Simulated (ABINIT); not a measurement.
**BaTiO3 (Barioperovskite): G0W0 with ABINIT, start to end**

Wanted: ground state, empty states, screening and self-energy for BaTiO3 (Barioperovskite).

Main program and level: ABINIT 10.8.3; LDA and many-body steps on it, plane waves.

## Step 1: The structure

The structure is orthorhombic, space group Amm2 (No. 38). The conventional cell has a = 3.986 Å, b = 5.674 Å, c = 5.690 Å, α = 90.00°, β = 90.00°, γ = 90.00°. Ba has 12 O at 2.77 to 2.92 Å nearest. Nearest to Ti lie 6 O at 1.93 to 2.09 Å. Nearest to O lie 2 Ti at 2.00 Å and 4 Ba at 2.77 to 2.92 Å. O has 2 Ti at 1.93 to 2.09 Å and 4 Ba at 2.81 to 2.84 Å nearest. Farther neighbours and most contacts between anions are not listed.

The cell and positions come from the Crystallography Open Database and are kept as given unless a step says otherwise. Spin-orbit coupling is left out unless a step names it.

## Step 2: Ground state

This step: ABINIT 10.8.3; DFT, LDA, plane waves, norm-conserving pseudopotentials.

The ground-state density comes first.

Contents of run.abi:

```
acell 3*1.0 Angstrom
rprim 
  3.985500000000 0.000000000000 0.000000000000
  0.000000000000 2.836900000000 2.845150000000
  0.000000000000 -2.836900000000 2.845150000000
ntypat 3
znucl 56 22 8
natom 5
typat 1 2 3 3 3
xred 
  0.000000000000 0.000000000000 0.000000000000
  0.500000000000 0.512400000000 0.512400000000
  0.000000000000 0.487400000000 0.487400000000
  0.500000000000 0.505240000000 0.991840000000
  0.500000000000 0.991840000000 0.505240000000
pp_dirpath "pseudos"
pseudos "Ba.upf, Ti.upf, O.upf"
ecut 38
ngkpt 6 6 6
nshiftk 1
shiftk 0 0 0
kptopt 1
chksymbreak 0
nband 26
occopt 1
tolvrs 1e-10
nstep 60
prtwf 0
optforces 0
optstress 0
indata_prefix "in"
outdata_prefix "out"
tmpdata_prefix "tmp"
```

The run is started by

```console
> OMP_NUM_THREADS=1 mpirun -n 8 abinit run.abi > log
```

Numbers of over 12 decimals in the logs are rounded to 6 here.

What it wrote:

```text
.Version 10.8.3 of ABINIT. v10.8.2 released Aug 2026.

 Symmetries : space group Am m 2 (# 38); Bravais oC (1-face-center ortho.)
================================================================================
 Values of the parameters that define the memory need of the present run
     intxc =       0    ionmov =       0      iscf =       7    lmnmax =       6
     lnmax =       6     mgfft =      45  mpssoang =       3    mqgrid =    3001
     natom =       5  nloc_mem =       1    nspden =       1   nspinor =       1
    nsppol =       1      nsym =       4    n1xccc =    2501    ntypat =       3
    occopt =       1   xclevel =       1
-    mband =          26        mffmem =           1         mkmem =           7
       mpw =        4876          nfft =       91125          nkpt =          52
================================================================================
  Rough estimation (10% accuracy) of disk space for files :
================================================================================

--------------------------------------------------------------------------------
------------- Echo of variables that govern the present computation ------------
--------------------------------------------------------------------------------
 -outvars: echo values of preprocessed input variables --------
            acell      1.8897261259E+00  1.8897261259E+00  1.8897261259E+00 Bohr

      chksymbreak           0
             ecut      3.80000000E+01 Hartree
-          fftalg         312

              ixc       -1012
              kpt      0.00000000E+00  0.00000000E+00  0.00000000E+00
                       1.66666667E-01  0.00000000E+00  0.00000000E+00
                       3.33333333E-01  0.00000000E+00  0.00000000E+00
                       5.00000000E-01  0.00000000E+00  0.00000000E+00
                       0.00000000E+00  1.66666667E-01  0.00000000E+00
                       1.66666667E-01  1.66666667E-01  0.00000000E+00
                       3.33333333E-01  1.66666667E-01  0.00000000E+00
                       5.00000000E-01  1.66666667E-01  0.00000000E+00
                       0.00000000E+00  3.33333333E-01  0.00000000E+00
   [... 39 further rows ...]
                       0.00000000E+00  5.00000000E-01  5.00000000E-01
                       1.66666667E-01  5.00000000E-01  5.00000000E-01
                       outvar_i_n : Printing only first  50 k-points.
         kptrlatt        6    0    0      0    6    0      0    0    6
          kptrlen      4.51890208E+01
P           mkmem           7
            natom           5
            nband          26
            ngfft          45      45      45
             nkpt          52
            nstep          60
             nsym           4
           ntypat           3
              occ      2.000000  2.000000  2.000000  2.000000  2.000000  2.000000
                       2.000000  2.000000  2.000000  2.000000  2.000000  2.000000
                       2.000000  2.000000  2.000000  2.000000  2.000000  2.000000
                       2.000000  2.000000  0.000000  0.000000  0.000000  0.000000
                       0.000000  0.000000
        optforces           0
        optstress           0
            prtwf           0
            rprim      3.9855000000E+00  0.0000000000E+00  0.0000000000E+00
[...]
spgroup          38

           tolvrs      1.00000000E-10

             xred      0.0000000000E+00  0.0000000000E+00  0.0000000000E+00
[...]
znucl       56.00000   22.00000    8.00000

================================================================================

 chkinp: Checking input parameters for consistency.

================================================================================
== DATASET  1 ==================================================================
-   mpi_nproc: 8, omp_nthreads: 1 (-1 if OMP is not activated)

--- !DatasetInfo
iteration_state: {dtset: 1, }
dimensions: {natom: 5, nkpt: 52, mband: 26, nsppol: 1, nspinor: 1, nspden: 1, mpw: 4876, }
cutoff_energies: {ecut:  38.0, pawecutdg:  -1.0, }
electrons: {nelect:   4.00000000E+01, charge:   0.00000000E+00, occopt:   1.00000000E+00, tsmear:   1.00000000E-02, }

 Real(R)+Recip(G) space primitive vectors, cartesian coordinates (Bohr,Bohr^-1):
 R(1)=  7.5315035  0.0000000  0.0000000  G(1)=  0.1327756  0.0000000  0.0000000
 R(2)=  0.0000000  5.3609640  5.3765543  G(2)=  0.0000000  0.0932668  0.0929964
 R(3)=  0.0000000 -5.3609640  5.3765543  G(3)=  0.0000000 -0.0932668  0.0929964
 Unit cell volume ucvol=  4.3416880E+02 bohr^3
 Angles (23,13,12)=  8.98336200E+01  9.00000000E+01  9.00000000E+01 degrees

 getcut: wavevector=  0.0000  0.0000  0.0000  ngfft=  45  45  45
         ecut(hartree)=     38.000   => boxcut(ratio)=   2.08837

--- Pseudopotential description ------------------------------------------------
- Ba Generated using ONCVPSP code by D. R. Hamann
- 56.00000  10.00000  180309                  znucl, zion, pspdat
12 -1012 2 -1 1912                            pspcod,pspxc,lmax,lloc,mmax
     nproj     2     2     2
  pspatm : epsatm=   25.95172157
         --- l  ekb(1:nproj) -->
[...]
pspatm: atomic psp has been read  and splines computed

- Ti Generated using ONCVPSP code by D. R. Hamann
- 22.00000  12.00000  180309                  znucl, zion, pspdat
12 -1012 2 -1 1568                            pspcod,pspxc,lmax,lloc,mmax
     nproj     2     2     2
  pspatm : epsatm=   14.84363209
         --- l  ekb(1:nproj) -->
[...]
pspatm: atomic psp has been read  and splines computed

- O Generated using ONCVPSP code by D. R. Hamann
-  8.00000   6.00000  201201                  znucl, zion, pspdat
12 -1012 2 -1 926                             pspcod,pspxc,lmax,lloc,mmax
     nproj     2     2     1
  pspatm : epsatm=    6.27558587
         --- l  ekb(1:nproj) -->
[...]
2   -1.033686
 pspatm: atomic psp has been read  and splines computed

   2.38488445E+03                                ecore*ucvol(ha*bohr**3)
--------------------------------------------------------------------------------

_setup2: Arith. and geom. avg. npw (full set) are    4857.227    4857.213

================================================================================

--- !BeginCycle
iteration_state: {dtset: 1, }
solver: {iscf: 7, nstep: 60, nline: 4, wfoptalg: 0, }
tolerances: {tolvrs: 1.00E-10, }

     iter   Etot(hartree)      deltaE(h)  residm     vres2
 ETOT  1  -136.77325394518    -1.368E+02 1.471E-01 1.882E+03
 ETOT  2  -127.43481848669     9.338E+00 2.397E-01 3.506E+04
 ETOT  3  -137.30564698402    -9.871E+00 3.808E-02 5.141E+02
 ETOT  4  -137.32284361905    -1.720E-02 1.151E-02 3.409E+02
 ETOT  5  -137.36820988197    -4.537E-02 1.396E-02 1.287E+02
 ETOT  6  -137.38147351587    -1.326E-02 4.534E-03 6.597E+01
 ETOT  7  -137.39428963794    -1.282E-02 1.077E-02 5.268E+00
 ETOT  8  -137.39532479799    -1.035E-03 7.440E-03 3.641E-01
 ETOT  9  -137.39539280856    -6.801E-05 1.088E-02 4.035E-02
 ETOT 10  -137.39540057669    -7.768E-06 8.175E-03 4.700E-03
 ETOT 11  -137.39540152600    -9.493E-07 4.814E-03 7.400E-05
 ETOT 12  -137.39540154152    -1.552E-08 4.407E-03 1.126E-07
 ETOT 13  -137.39540154158    -5.744E-11 8.431E-03 3.296E-08
 ETOT 14  -137.39540154159    -6.906E-12 2.872E-03 5.254E-10
 ETOT 15  -137.39540154159     1.421E-13 2.232E-03 8.282E-11

 At SCF step   15       vres2   =  8.28E-11 < tolvrs=  1.00E-10 =>converged.

--- !ResultsGS
iteration_state: {dtset: 1, }
comment   : Summary of ground state results
lattice_vectors:
- [  7.5315035,   0.0000000,   0.0000000, ]
- [  0.0000000,   5.3609640,   5.3765543, ]
- [  0.0000000,  -5.3609640,   5.3765543, ]
lattice_lengths: [   7.53150,    7.59258,    7.59258, ]
lattice_angles: [ 89.834,  90.000,  90.000, ] # degrees, (23, 13, 12)
lattice_volume:   4.3416880E+02
convergence: {deltae:  1.421E-13, res2:  8.282E-11, residm:  2.232E-03, diffor:  0.000E+00, }
etotal    :  -1.37395402E+02
entropy   :   0.00000000E+00
fermie    :   2.29118290E-01
cartesian_stress_tensor: null
pressure_GPa: null
xred      :
- [  0.0000E+00,   0.0000E+00,   0.0000E+00, Ba]
- [  5.0000E-01,   5.1240E-01,   5.1240E-01, Ti]
- [  0.0000E+00,   4.8740E-01,   4.8740E-01,  O]
- [  5.0000E-01,   5.0524E-01,   9.9184E-01,  O]
- [  5.0000E-01,   9.9184E-01,   5.0524E-01,  O]
cartesian_forces: null
force_length_stats: {min: null, max: null, mean: null, }

 Integrated electronic density in atomic spheres:
 ------------------------------------------------
 Atom  Sphere_radius  Integrated_density
[...]
================================================================================

 ----iterations are completed or convergence reached----

 Mean square residual over all n,k,spin=   11.391E-06; max=  22.323E-04
 reduced coordinates (array xred) for    5 atoms
       0.000000000000      0.000000000000      0.000000000000
       0.500000000000      0.512400000000      0.512400000000
       0.000000000000      0.487400000000      0.487400000000
       0.500000000000      0.505240000000      0.991840000000
       0.500000000000      0.991840000000      0.505240000000
 rms dE/dt=  0.0000E+00; max dE/dt=  0.0000E+00; dE/dt below (all hartree)
    1       0.000000000000      0.000000000000      0.000000000000
    2       0.000000000000      0.000000000000      0.000000000000
    3       0.000000000000      0.000000000000      0.000000000000
    4       0.000000000000      0.000000000000      0.000000000000
    5       0.000000000000      0.000000000000      0.000000000000

 cartesian coordinates (angstrom) at end:
    1      0.000000     0.000000     0.000000
    2      1.992750     0.000000     2.915710
    3      0.000000     0.000000     2.773452
    4      1.992750    -1.380436     4.259417
    5      1.992750     1.380436     4.259417
 length scales=  1.889726125908  1.889726125908  1.889726125908 bohr
              =  1.000000000000  1.000000000000  1.000000000000 angstroms
 prteigrs : about to open file out_EIG
 Fermi (or HOMO) energy (hartree) =   0.22912   Average Vxc (hartree)=  -0.43838
 Eigenvalues (hartree) for nkpt=  52  k points:
 kpt#   1, nband= 26, wtk=  0.00463, kpt=  0.0000  0.0000  0.0000 (reduced coord)
  -1.82474   -0.96363   -0.96355   -0.96303   -0.67914   -0.37801   -0.35206   -0.35151
  -0.13317   -0.13295   -0.13233    0.14470    0.14470    0.14477    0.18410    0.18617
   0.18818    0.21634    0.22034    0.22202    0.29601    0.29836    0.30428    0.38081
   0.40642    0.41157
 prteigrs : prtvol=0 or 1, do not print more k-points.

--- !EnergyTerms
iteration_state     : {dtset: 1, }
comment             : Components of total free energy in Hartree
kinetic             :  6.25571458599133E+01
hartree             :  2.96762455699368E+01
xc                  : -2.77212143278709E+01
Ewald energy        : -1.03458783780830E+02
psp_core            :  5.49298907988396E+00
local_psp           : -1.00143069665290E+02
non_local_psp       : -3.79871427732903E+00
total_energy        : -1.37395401541585E+02
total_energy_eV     : -3.73871933976973E+03
band_energy         : -1.09823067492442E+01

== END DATASET(S) ==============================================================
================================================================================

 -outvars: echo values of variables after computation  --------
           etotal     -1.3739540154E+02
            nband          26
             nkpt          52
          spgroup          38
 [... the other variables as echoed above ...]

 Calculation completed.
```

It took 88 s on 8 MPI ranks of Arm Neoverse N1, shared host; peak memory 0.7 GiB; 12 min of CPU time.

Numbers from this step:

| Item | Value |
| --- | --- |
| total energy | -3738.7193 eV |
| gap | 1.820 eV |
| k of the valence top | 0.5, 0.5, 0.5 |
| k of the conduction bottom | 0, 0, 0 |
| least direct gap | 2.013 eV |

The gap is indirect, with the least direct gap 0.19 eV higher.

(Part 1 of 3 ends here.)

[Paths, hosts, dates, memory and timing lines, banners, echoed tables and standing remarks are left out of the program output.]

[Logs are printed without paths, hosts, clocks, repeated set-up lines and the standing remarks that a program may print on its own settings, such as how far it seeks lower states.]

[Runs of the session that timed out or met a known fault of the program may be left out.]

[Hosts, paths, dates, database ids (printed as entryN), source tags and the programs' standing remarks are cut or masked in the printed files.]

[G0W0 gaps are taken among the corrected bands and points alone; a level outside them can change the order at an edge.]

[Where Ansatz stands beside ABINIT at settings called matched, ABINIT's density can come from a denser mesh and the files from another edition; pairs whose starting gaps differed by over 0.03 eV were left out, so agreement reads better than it is.]
